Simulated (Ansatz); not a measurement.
**Tc of LaB2Rh3 (P6/mmm) from its phonons**

What Tc do the phonons of LaB2Rh3 (P6/mmm) give, and how does it depend on μ*? The cell shown first is a relaxed one, from steps not shown here.

Calculated with Ansatz 0.2.0; DFT PBEsol, scalar-relativistic, plane waves, PAW.

The experiments to compare with:

For LaRh3B2 (arc-melted polycrystal), “Role of electronic correlations in the Kagome lattice superconductor LaRh3B2” (2022, arxiv:2212.02899) gives, by heat capacity: superconducting transition temperature (bulk Tc from equal-entropy construction) 2.5 K.

## Step 1: The cell after earlier relaxation steps

Symmetry: P6/mmm, No. 191, hexagonal system. The conventional cell has a = 5.438 Å, b = 5.438 Å, c = 3.127 Å, α = 90.00°, β = 90.00°, γ = 120.00°. Nearest to La lie 2 La at 3.13 Å and 12 Rh at 3.14 Å and 6 B at 3.14 Å. B has 6 Rh at 2.22 Å and 5 B at 3.13 to 3.14 Å and 3 La at 3.14 Å nearest. Rh has 4 B at 2.22 Å and 6 Rh at 2.72 to 3.13 Å and 4 La at 3.14 Å nearest. Farther neighbours are not listed.

## Step 2: Electron–phonon run: q 3×3×3, k 6×6×9, scattering 8×8×12

The run that gives the couplings also evaluates McMillan's and Allen and Dynes's formulas and, where asked, the Eliashberg equations, over a range of μ*.

File input.yaml:

```yaml
crystal:
  lattice:
    - [5.4381613636, 0.0, 0.0]
    - [-2.7190806818, 4.7095858908, 0.0]
    - [0.0, 0.0, 3.1274054117]
  atoms:
    - { symbol: La, position: [0.0, 0.0, 0.0] }
    - { symbol: B, position: [0.3333333333, 0.6666666667, 0.0] }
    - { symbol: B, position: [0.6666666667, 0.3333333333, 0.0] }
    - { symbol: Rh, position: [0.5, 0.0, 0.5] }
    - { symbol: Rh, position: [0.5, 0.5, 0.5] }
    - { symbol: Rh, position: [0.0, 0.5, 0.5] }
kpoints:
  mp_grid: { grid: [6, 6, 9] }
hamiltonian:
  xc: pbesol
scf:
  occupations: { method: methfessel_paxton, width: 0.2 }
output:
  eigenvalues: true
phonons:
  method: dfpt
  qmesh: [3, 3, 3]
  temperatures: { t_max: 1000, t_step: 50 }
  qpath:
    path:
      - [[0.0, 0.0, 0.0], [0.5, 0.0, 0.0], [0.33333333, 0.33333333, 0.0], [0.0, 0.0, 0.0], [0.0, 0.0, 0.5], [0.5, 0.0, 0.5], [0.33333333, 0.33333333, 0.5], [0.0, 0.0, 0.5]]
      - [[0.5, 0.0, 0.5], [0.5, 0.0, 0.0]]
    npoints: 6
  electrical_resistivity:
    mesh: [8, 8, 12]
    temperatures: [20.0, 50.0, 80.0, 100.0, 150.0, 200.0, 273.0, 300.0, 400.0, 500.0, 600.0, 800.0]
  superconductivity: { mesh: [8, 8, 12] }
```

Launch:

```bash
$ ansatz run input.yaml --threads 16 --pin off --max-ram 61440MiB --backend cuda --events-out ev --progress --plain --runs-dir out
```

Numbers of over 12 decimals in the logs are rounded to 6 here.

Log:

```text
Warning: phonons: the dynamical matrix that this run interpolates holds no multipole term above the dipole-dipole one, and a site of this crystal is no centre of inversion, so its interpolated transverse optical and acoustic branches and sound speeds can stay off near Gamma, and the density of states and the thermodynamics with them. What a run solves at a wave vector of phonons.qpoints, Gamma apart, where the deck admits one, is free of this, and under fd what a larger phonons.supercell samples
Engine: ansatz 0.2.0, aarch64-unknown-linux-gnu
Pseudopotentials: kind: paw
Pseudopotential: La, paw, valence charge 11, recommended cutoff 420 eV (normal), La.paw.azcp
Pseudopotential: B, paw, valence charge 3, recommended cutoff 420 eV (normal), B.paw.azcp
Pseudopotential: Rh, paw, valence charge 17, recommended cutoff 420 eV (normal), Rh.paw.azcp
Functional definition: PBEsol
  exchange = pbesol_x
  correlation = pbesol_c
concurrent solve slots: 12 of 16 are kept, ahead of what memory takes: no pass of the eigensolver takes more rounds on 12
[...]
Crystal: 6 atoms, lattice volume = 80.098 Å³
Basis set: ecut = 420 eV, 1565 PW (Γ), exchange–correlation on 80×80×48 points (8 copies of the dense FFT grid, shifted against one another)
Bands: 41, of which v1, the nominal top of the filled ones, is band 34 counted from 1 (33 counted from 0)
Symmetry: 24 space group operations
k-points: 35 of 324
Non-local potential: La, projectors of the file, l = 0: 3, l = 1: 2, l = 2: 2, l = 3: 3
Non-local potential: B, projectors of the file, l = 0: 2, l = 1: 2, l = 2: 1
Non-local potential: Rh, projectors of the file, l = 0: 3, l = 1: 2, l = 2: 2, l = 3: 1
PAW form: soft (Blöchl's): semilocal exchange-correlation on the pseudo side does not see the compensation charge
PAW frozen core: La, regenerated for the run's functional, and the local potential with it (the file was generated under x = pbe(κ = 0.804, μ = 0.219515), c = pbe(β = 0.066725))
PAW frozen core: B, regenerated for the run's functional, and the local potential with it (the file was generated under x = pbe(κ = 0.804, μ = 0.219515), c = pbe(β = 0.066725))
PAW frozen core: Rh, regenerated for the run's functional, and the local potential with it (the file was generated under x = pbe(κ = 0.804, μ = 0.219515), c = pbe(β = 0.066725))
PAW one-centre angular grid: La, 590 points (default); XC on 64 Gauss nodes
PAW one-centre angular grid: B, 110 points (default); XC on 64 Gauss nodes
PAW one-centre angular grid: Rh, 590 points (default); XC on 64 Gauss nodes
Initial density: superposition of atomic densities (neutral atoms: chi_scale 0, normalization atom), corrected by the library's trained network
Initial wavefunctions: pseudopotential atomic-orbital guess
[...]
Functional: x = pbesol(κ = 0.804, μ = 0.123457), c = pbesol(β = 0.046)
SCF iter   1: F=—  HF=-25487.026864 eV  |F-HF|=—  |Δ(HF+E_count)|=         —  Δρ=7.80e-3  dr2=5.92e-2  ethr=1.77e-3  ⟨swp⟩=4.4  Hψ=4789  notcnv=0
preconditioner: auto → Kerker (q_TF=auto, 2.655 Å⁻¹)  [metal: Δε(μ)=0.015 eV  Ē_g=7.357 eV  σ=0.200 eV  W_gap=0.06  n_scr=26 (ndim 8)  ℏωp=26.9 eV  f_vac=0.000  D(μ)=4.15/eV (n_scr^D=32)]
SCF iter   2: F=—  HF=-25487.019607 eV  |F-HF|=—  |Δ(HF+E_count)|=   7.26e-3  S|Δr|=    0.00e0  Δρ=3.08e-3  dr2=7.35e-3  ethr=8.70e-5  ⟨swp⟩=1.9  Hψ=2431  notcnv=0
[...]
SCF iter   9: F=-25487.018024 eV  HF=-25487.018024 eV  |F-HF|=3.64e-12  |Δ(HF+E_count)|=  4.73e-11  S|Δr|=    0.00e0  Δρ=1.06e-7  dr2=7.34e-12  ethr=1.00e-12  ⟨swp⟩=10.5  Hψ=7477  notcnv=0
SCF 1 converged in 9 iterations: F = -25487.018024 eV  dr2 = 7.34e-12
  greatest PAW one-centre occupation: 1.000 electrons in one spin orbital (limit 2), on the Rh atom at site 5 (counted from 0), in its partial waves of l = 0
concurrent solve slots: 12 of 16 are kept, ahead of what memory takes: no pass of the eigensolver takes more rounds on 12
[...]
iter 1 solved again at ethr=3.17e-7 eV; its pass at ethr=3.10e-3 eV (dr2=2.15e-4 eV) is discarded
SCF iter   1: F=—  HF=-25487.017862 eV  |F-HF|=—  |Δ(HF+E_count)|=         —  Δρ=6.01e-7  dr2=2.71e-10  ethr=3.17e-7  ⟨swp⟩=3.1  Hψ=8938  notcnv=0
[...]
SCF 2 converged in 4 iterations: F = -25487.018024 eV  dr2 = 8.08e-12
[...]
SCF 3 converged in 9 iterations: F = -25487.018024 eV  dr2 = 7.38e-12
[...]
SCF converged after 9 iterations
[...]
mean free path at 50 K (of a tensor a third of its trace): 94.8 nm by what each carries, 55.2 by the Fermi surface alone
  Hall coefficient in a weak field at 50 K (a third of the trace): 1.576e-9 m³/C (how far it moves between the two finest meshes is not known); by each state's relaxation time: 1.515e-9 m³/C; by a constant relaxation time: 3.551e-10 m³/C
  mean free path at 80 K (of a tensor a third of its trace): 35.1 nm by what each carries, 22.0 by the Fermi surface alone
  Hall coefficient in a weak field at 80 K (a third of the trace): 1.437e-9 m³/C (how far it moves between the two finest meshes is not known); by each state's relaxation time: 1.382e-9 m³/C; by a constant relaxation time: 3.569e-10 m³/C
  mean free path at 100 K (of a tensor a third of its trace): 23.7 nm by what each carries, 15.3 by the Fermi surface alone
  Hall coefficient in a weak field at 100 K (a third of the trace): 1.354e-9 m³/C (how far it moves between the two finest meshes is not known); by each state's relaxation time: 1.302e-9 m³/C; by a constant relaxation time: 3.578e-10 m³/C
  mean free path at 150 K (of a tensor a third of its trace): 12.4 nm by what each carries, 8.46 by the Fermi surface alone
  Hall coefficient in a weak field at 150 K (a third of the trace): 1.194e-9 m³/C (how far it moves between the two finest meshes is not known); by each state's relaxation time: 1.146e-9 m³/C; by a constant relaxation time: 3.593e-10 m³/C
  mean free path at 200 K (of a tensor a third of its trace): 8.25 nm by what each carries, 5.77 by the Fermi surface alone
  Hall coefficient in a weak field at 200 K (a third of the trace): 1.095e-9 m³/C (how far it moves between the two finest meshes is not known); by each state's relaxation time: 1.050e-9 m³/C; by a constant relaxation time: 3.601e-10 m³/C
  mean free path at 273 K (of a tensor a third of its trace): 5.52 nm by what each carries, 3.93 by the Fermi surface alone
  Hall coefficient in a weak field at 273 K (a third of the trace): 1.019e-9 m³/C (how far it moves between the two finest meshes is not known); by each state's relaxation time: 9.756e-10 m³/C; by a constant relaxation time: 3.608e-10 m³/C
  mean free path at 300 K (of a tensor a third of its trace): 4.92 nm by what each carries, 3.52 by the Fermi surface alone
  Hall coefficient in a weak field at 300 K (a third of the trace): 1.003e-9 m³/C (how far it moves between the two finest meshes is not known); by each state's relaxation time: 9.600e-10 m³/C; by a constant relaxation time: 3.610e-10 m³/C
  mean free path at 400 K (of a tensor a third of its trace): 3.53 nm by what each carries, 2.53 by the Fermi surface alone
  Hall coefficient in a weak field at 400 K (a third of the trace): 9.713e-10 m³/C (how far it moves between the two finest meshes is not known); by each state's relaxation time: 9.294e-10 m³/C; by a constant relaxation time: 3.615e-10 m³/C
  mean free path at 500 K (of a tensor a third of its trace): 2.77 nm by what each carries, 1.98 by the Fermi surface alone
  Hall coefficient in a weak field at 500 K (a third of the trace): 9.599e-10 m³/C (how far it moves between the two finest meshes is not known); by each state's relaxation time: 9.191e-10 m³/C; by a constant relaxation time: 3.619e-10 m³/C
  mean free path at 600 K (of a tensor a third of its trace): 2.30 nm by what each carries, 1.63 by the Fermi surface alone
  Hall coefficient in a weak field at 600 K (a third of the trace): 9.564e-10 m³/C (how far it moves between the two finest meshes is not known); by each state's relaxation time: 9.166e-10 m³/C; by a constant relaxation time: 3.622e-10 m³/C
  mean free path at 800 K (of a tensor a third of its trace): 1.74 nm by what each carries, 1.21 by the Fermi surface alone
  Hall coefficient in a weak field at 800 K (a third of the trace): 9.586e-10 m³/C (how far it moves between the two finest meshes is not known); by each state's relaxation time: 9.202e-10 m³/C; by a constant relaxation time: 3.627e-10 m³/C
  the resistivity times a path that all electrons share, by the Fermi surface of the deck's mesh alone (a third of the trace): 1.572e-15 Ω·m²
  not converged in the mesh (λ; λ_tr; the resistivity at 20 K by 61.51 %; the resistivity at 50 K by 45.62 %; the resistivity at 80 K by 47.87 %; the resistivity at 100 K by 49.17 %; the resistivity at 150 K by 52.91 %; the resistivity at 200 K by 56.95 %; the resistivity at 273 K by 61.67 %; the resistivity at 300 K by 63.29 %; the resistivity at 400 K by 69.13 %; the resistivity at 500 K by 74.91 %; the resistivity [...]
  vibrations of 27 cells: unjudged by the run; compare a larger repeat
  the changes of the potential over all sites missed a rigid shift's by 0.00 % (the site terms' by 0.00 %)
  at the force constants' own smearing the fine mesh and the k-points of their solves give squared frequencies that differ by 41.1 % of the larger at the most, at (0, 0, 0.3333)
--- Superconductivity: potentials and phonons of a 3×3×3 supercell ---
           mesh         λ    ħω_log (meV)  μ* declared at (meV)
         8×8×12    0.7321          14.930               25.075
          4×4×6    0.6529          14.588               24.160
  λ by the species' shares of the modes' patterns: La 0.1666, B 0.1172, Rh 0.4483
  with the Fermi level up to 76.9 meV (the hardest mode) off, states and modes as they are: density of states 1.2209 to 1.6789 /eV of one spin and cell, λ 0.6468 to 0.8859
  transition temperature on the deck's mesh (K), isotropic and anisotropic, restricted to the Fermi surface (FSR) and over the full bandwidth (FBW), and the last with the density of states resolved in a narrower window:
        μ*   McMillan   Allen–Dynes      iso. FSR      iso. FBW    aniso. FSR    aniso. FBW  narrow window
      0.08      7.745         8.152         7.228         7.242         8.283         8.366          8.358
      0.10      6.700         7.016         6.085         6.097         7.215         7.290          7.283
      0.12      5.709         5.952         5.058         5.068         6.257         6.321          6.317
      0.13      5.236         5.449         4.588         4.597         5.817         5.875          5.873
      0.14      4.779         4.965         4.147         4.154         5.403         5.456          5.455
      0.16      3.919         4.059         3.348         3.351         4.648         4.690          4.692
      0.20      2.437         2.511         2.070         2.067         3.413         3.434          3.440
  isotope coefficients −∂ln Tc/∂ln M under μ* = 0.13, the force constants as they are, of the isotropic transitions restricted to the Fermi surface and over the full bandwidth: La 0.065 and 0.065, B -0.012 and -0.012, Rh 0.363 and 0.363
  gaps at the Fermi level over the full bandwidth under μ* = 0.1, 1.822 K: 0.076 to 2.314 meV
  gaps at the Fermi level over the full bandwidth under μ* = 0.13, 1.469 K: -0.014 to 1.897 meV
  gaps at the Fermi level over the full bandwidth under μ* = 0.16, 1.173 K: -0.070 to 1.537 meV
  not converged in the mesh (λ): between neighbouring meshes, the two finest first, λ moves by 10.82 % and the anisotropic transition temperature over the full bandwidth at μ* = 0.13 by 4.49 %; converged means that the two finest part by at most 2.00 % and 5.00 %
  vibrations of 27 cells: unjudged by the run; compare a larger repeat
  the changes of the potential over all sites missed a rigid shift's by 0.00 % (the site terms' by 0.00 %)
  at the force constants' own smearing the fine mesh and the k-points of their solves give squared frequencies that differ by 41.1 % of the larger at the most, at (0, 0, 0.3333)
```

Wall time 38 s (1 × NVIDIA GB200 with 16 threads of Arm Neoverse V2, shared host); peak memory 3.9 GiB; 5.1 min of CPU time.

This step gave:

| Quantity | Value |
| --- | --- |
| volume per atom | 13.35 Å³/atom |
| metallic on mesh | yes |
| gap on the k-mesh | 0 eV |
| zero-point energy | 0.2669 eV/cell |
| share of imaginary modes in the plain interpolation between solved wavevectors | 0 |
| highest frequency, solved or plainly interpolated | 645.5 cm⁻¹ |
| Debye temperature (second moment) | 531 K |
| resistivity at 300 K | 44.33 μΩ cm, mean of the axes |
| coupling constant λ | 0.7321 |
| density of states at the Fermi level | 1.402 states/eV a spin and cell |
| log mean phonon energy ħω_log | 14.93 meV |
| transport coupling constant λ_tr | 0.6948, 0.6948, 0.8723 (xx, yy, zz) |
| Drude plasma energy | 3.502, 3.502, 6.506 eV (xx, yy, zz) |
| resistivity times mean free path | 20.15, 20.15, 6.861 × 10⁻¹⁶ Ω m² (xx, yy, zz) |
| second-moment phonon energy ħω₂ | 25.07 meV |

Transition temperatures:

```tsv
μ*	McMillan Tc (K)	Allen–Dynes Tc (K)	isotropic Fermi-surface Tc (K)	isotropic full bandwidth Tc (K)	anisotropic Fermi-surface Tc (K)	anisotropic full bandwidth Tc (K)	anisotropic narrow window Tc (K)
0.08	7.75	8.15	7.23	7.24	8.28	8.37	8.36
0.1	6.7	7.02	6.08	6.1	7.22	7.29	7.28
0.12	5.71	5.95	5.06	5.07	6.26	6.32	6.32
0.13	5.24	5.45	4.59	4.6	5.82	5.88	5.87
0.14	4.78	4.97	4.15	4.15	5.4	5.46	5.45
0.16	3.92	4.06	3.35	3.35	4.65	4.69	4.69
0.2	2.44	2.51	2.07	2.07	3.41	3.43	3.44
```

[end of part 1 of 2]

[Logs are printed without paths, hosts, clocks, repeated set-up lines and the standing remarks that a program may print on its own settings, such as how far it seeks lower states.]

[Hosts, paths, dates, database ids (printed as entryN), source tags and the programs' standing remarks are cut or masked in the printed files.]
